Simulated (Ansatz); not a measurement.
# WS2 (Tungstenite): given cell or relaxed cell?, part 2 of 2

Wanted: the change of the gap of WS2 (Tungstenite) on relaxing cell and ions.

Ansatz 0.2.0; PBE, HSE06 and G0W0, plane waves, PAW. Known limits of the many-body steps: short of the basis limit; no spin-orbit coupling; coarse k mesh.

So far. Step 4 (PBE at the relaxed cell): The gap is indirect, with the least direct gap 0.94 eV higher. The pressure of 4 GPa says that this functional would expand the cell; it is kept. Step 5 (HSE06 at the relaxed cell): The gap stands +0.51 eV against PBE.

## (6) G0W0 at the relaxed cell

Now the one-shot GW correction: screening in the RPA, then the self-energy of the levels asked for.

This step: G0W0 on PBE, plane waves, PAW.

input.yaml

```yaml
crystal:
  lattice:
    - [3.1540996059, 0.0, 0.0]
    - [-1.5770498029, 2.7315303848, 0.0]
    - [0.0, 0.0, 12.1407304529]
  atoms:
    - { symbol: W, position: [0.3333333333, 0.6666666667, 0.25] }
    - { symbol: W, position: [0.6666666667, 0.3333333333, 0.75] }
    - { symbol: S, position: [0.3333333333, 0.6666666667, 0.6203003476] }
    - { symbol: S, position: [0.6666666667, 0.3333333333, 0.1203003476] }
    - { symbol: S, position: [0.3333333333, 0.6666666667, 0.8796996524] }
    - { symbol: S, position: [0.6666666667, 0.3333333333, 0.3796996524] }
kpoints:
  mp_grid: { grid: [6, 6, 2] }
hamiltonian:
  xc: pbe
scf:
  occupations: { method: fixed }
gw:
  n_empty_bands: 312
  ecut_chi: 120
  qp_bands: [v2, c2]
  qp_kpoints: band_edges
  screening: { model: contour_deformation }
```

Started as:

```sh
$ ansatz run input.yaml --threads 2 --pin off --max-ram 92160MiB --backend cuda --events-out ev --progress --plain --runs-dir out --devices 1 --max-vram 13GiB
```

The log of the run:

```text
GPUs: using 1 of 1 available (devices: 1).
[...]
GPU FFT provider: cuFFT
GPU libraries: cuBLAS 13.8.2, cuFFT 12.4.0, cuSOLVER 12.3.4
Crystal: 6 atoms, lattice volume = 104.599 Å³
Basis set: ecut = 420 eV, 2033 PW (Γ)
Bands: 32, of which v1, the nominal top of the filled ones, is band 26 counted from 1 (25 counted from 0)
Symmetry: 24 space group operations
[...]
k-points: 14 of 72
[...]
1    28     14.3066   -13.7485    -4.2365   -18.3464  0.7574    14.6702    14.6680  root
[...]
13    25     11.3634   -18.8245     0.5856   -18.0540  0.7604    11.1781    11.1784  root
    13    26     11.3634   -18.8245     0.5856   -18.0540  0.7604    11.1781    11.1784  root
    13    27     13.3292   -15.7552    -3.8770   -19.9331  0.7585    13.6313    13.6301  root
    13    28     13.3292   -15.7552    -3.8770   -19.9331  0.7585    13.6313    13.6301  root
[key lines of the parts left out:]
SCF converged after 6 iterations
Free energy (F): -24382.705372 eV
Fermi energy:    12.070959 eV
```

Run time: 19 s. Hardware: 1 × NVIDIA H100 80GB HBM3 (shared by 6 runs) with 2 threads of AMD EPYC 7R13 (Zen 3), shared host; peak memory 1.5 GiB.

This step gave:

```yaml
bands_summed: 338
rpa_eps_infinity_on_this_mesh_eigenvalues: 6.398, 14.22, 14.22
plane_waves_in_the_screening_matrix: 303
g0w0_gap_on_the_mesh: 1.251 eV
k_of_the_valence_top: 0, 0, 0
k_of_the_conduction_bottom: 0.1667, 0.1667, 0
starting_gap_on_the_mesh: 0.8909 eV
least_direct_g0w0_gap_on_the_computed_points: 2.296 eV
```

The gap on the mesh goes from 0.89 eV to 1.25 eV, a correction of +0.36 eV. Between the two edge states, bare exchange in place of the xc potential would open the gap by 4.58 eV, and correlation takes back 4.22 eV.

## (7) G0W0 at the given cell

input.yaml

```yaml
crystal:
  lattice:
    - [3.1532, 0.0, 0.0]
    - [-1.5766, 2.7307513032, 0.0]
    - [0.0, 0.0, 12.323]
  atoms:
    - { symbol: W, position: [0.3333333333, 0.6666666667, 0.25] }
    - { symbol: W, position: [0.6666666667, 0.3333333333, 0.75] }
    - { symbol: S, position: [0.3333333333, 0.6666666667, 0.6225] }
    - { symbol: S, position: [0.6666666667, 0.3333333333, 0.1225] }
    - { symbol: S, position: [0.3333333333, 0.6666666667, 0.8775] }
    - { symbol: S, position: [0.6666666667, 0.3333333333, 0.3775] }
kpoints:
  mp_grid: { grid: [6, 6, 2] }
hamiltonian:
  xc: pbe
scf:
  occupations: { method: fixed }
gw:
  n_empty_bands: 316
  ecut_chi: 120
  qp_bands: [v2, c2]
  qp_kpoints: band_edges
  screening: { model: contour_deformation }
```

The log of the run:

```text
GPUs: using 1 of 1 available (devices: 1).
[...]
GPU FFT provider: cuFFT
GPU libraries: cuBLAS 13.8.2, cuFFT 12.4.0, cuSOLVER 12.3.4
Crystal: 6 atoms, lattice volume = 106.108 Å³
Basis set: ecut = 420 eV, 2057 PW (Γ)
Bands: 32, of which v1, the nominal top of the filled ones, is band 26 counted from 1 (25 counted from 0)
Symmetry: 24 space group operations
[...]
k-points: 14 of 72
[...]
1    28     14.0758   -13.7199    -4.2469   -18.3391  0.7575    14.4504    14.4481  root
[...]
13    25     11.1204   -18.8566     0.5845   -18.0821  0.7601    10.9300    10.9304  root
    13    26     11.1204   -18.8566     0.5845   -18.0821  0.7601    10.9300    10.9304  root
    13    27     13.0734   -15.7503    -3.8683   -19.9259  0.7584    13.3820    13.3808  root
    13    28     13.0734   -15.7503    -3.8683   -19.9259  0.7584    13.3820    13.3808  root
[key lines of the parts left out:]
SCF converged after 6 iterations
Free energy (F): -24382.740073 eV
Fermi energy:    11.772355 eV
```

Wall time 17 s (1 × NVIDIA H100 80GB HBM3 (shared by 6 runs) with 2 threads); peak memory 1.5 GiB; 22 s of CPU time.

This step gave:

```yaml
bands_summed: 342
rpa_eps_infinity_on_this_mesh_eigenvalues: 5.922, 13.98, 13.98
plane_waves_in_the_screening_matrix: 317
g0w0_gap_on_the_mesh: 1.349 eV
k_of_the_valence_top: 0, 0, 0
k_of_the_conduction_bottom: 0.1667, 0.1667, 0
starting_gap_on_the_mesh: 0.9775 eV
least_direct_g0w0_gap_on_the_computed_points: 2.318 eV
```

The gap on the mesh goes from 0.98 eV to 1.35 eV, a correction of +0.37 eV. Between the two edge states, bare exchange in place of the xc potential would open the gap by 4.62 eV, and correlation takes back 4.25 eV.

## (8) Together

G0W0 rows are gaps on the mesh, lowered where the mesh misses an edge of the band path.

```csv
level,given cell (eV),relaxed cell (eV),change (eV)
PBE,0.98,0.89,−0.09
HSE06,-,1.40,-
G0W0@PBE,1.35,1.25,−0.10
```

## (9) Results

| Item | Value |
| --- | --- |
| volume change | −1.4 % |
| PBE, given cell | 0.98 eV |
| PBE, relaxed cell | 0.89 eV |
| HSE06, relaxed cell | 1.40 eV |
| G0W0@PBE, relaxed cell | 1.25 eV |
| G0W0@PBE, given cell | 1.35 eV |
| known limits | short of the basis limit; no spin-orbit coupling; coarse k mesh |

In words: Relaxation changes the volume by −1.4 % and the gap by −0.09 eV (PBE) and −0.10 eV (G0W0@PBE). Bands and cutoff are finite, so the gap stands short of the basis limit, usually by up to a few tenths of an eV; the mesh is an error of its own. The 6×6×2 mesh is coarse for this cell (its supercell is 19 Å along the shortest edge). The RPA ε∞ on it, from the PBE start, is 5.92 and 13.98; such meshes misread the long-range screening, most where the gap is narrow. The many-body steps are scalar-relativistic: spin-orbit coupling is not in them.

[Long decimals in the printed logs are rounded to 6 places.]

[Logs are printed without paths, hosts, clocks, repeated set-up lines and the standing remarks that a program may print on its own settings, such as how far it seeks lower states.]

[Paths, hosts, dates, memory and timing lines, banners, echoed tables and standing remarks are left out of the program output; an Ansatz launch command may be rebuilt from the run's recorded settings. Measured values are a selection of at most five: reports struck by readers or far from the other reports are left out. None is set beside runs whose start may be inverted or whose files or cutoffs have a known fault.]

[Runs of the session that timed out or met a known fault of the program may be left out.]

[Cells called generated may have been cut or substituted from an entry of the Crystallography Open Database or the Materials Project.]

[Hosts, paths, dates, database ids (printed as entryN), source tags and the programs' standing remarks are cut or masked in the printed files.]

[Where the starting crystal was built by hand or by swapping elements, it need not be the compound's stable phase.]
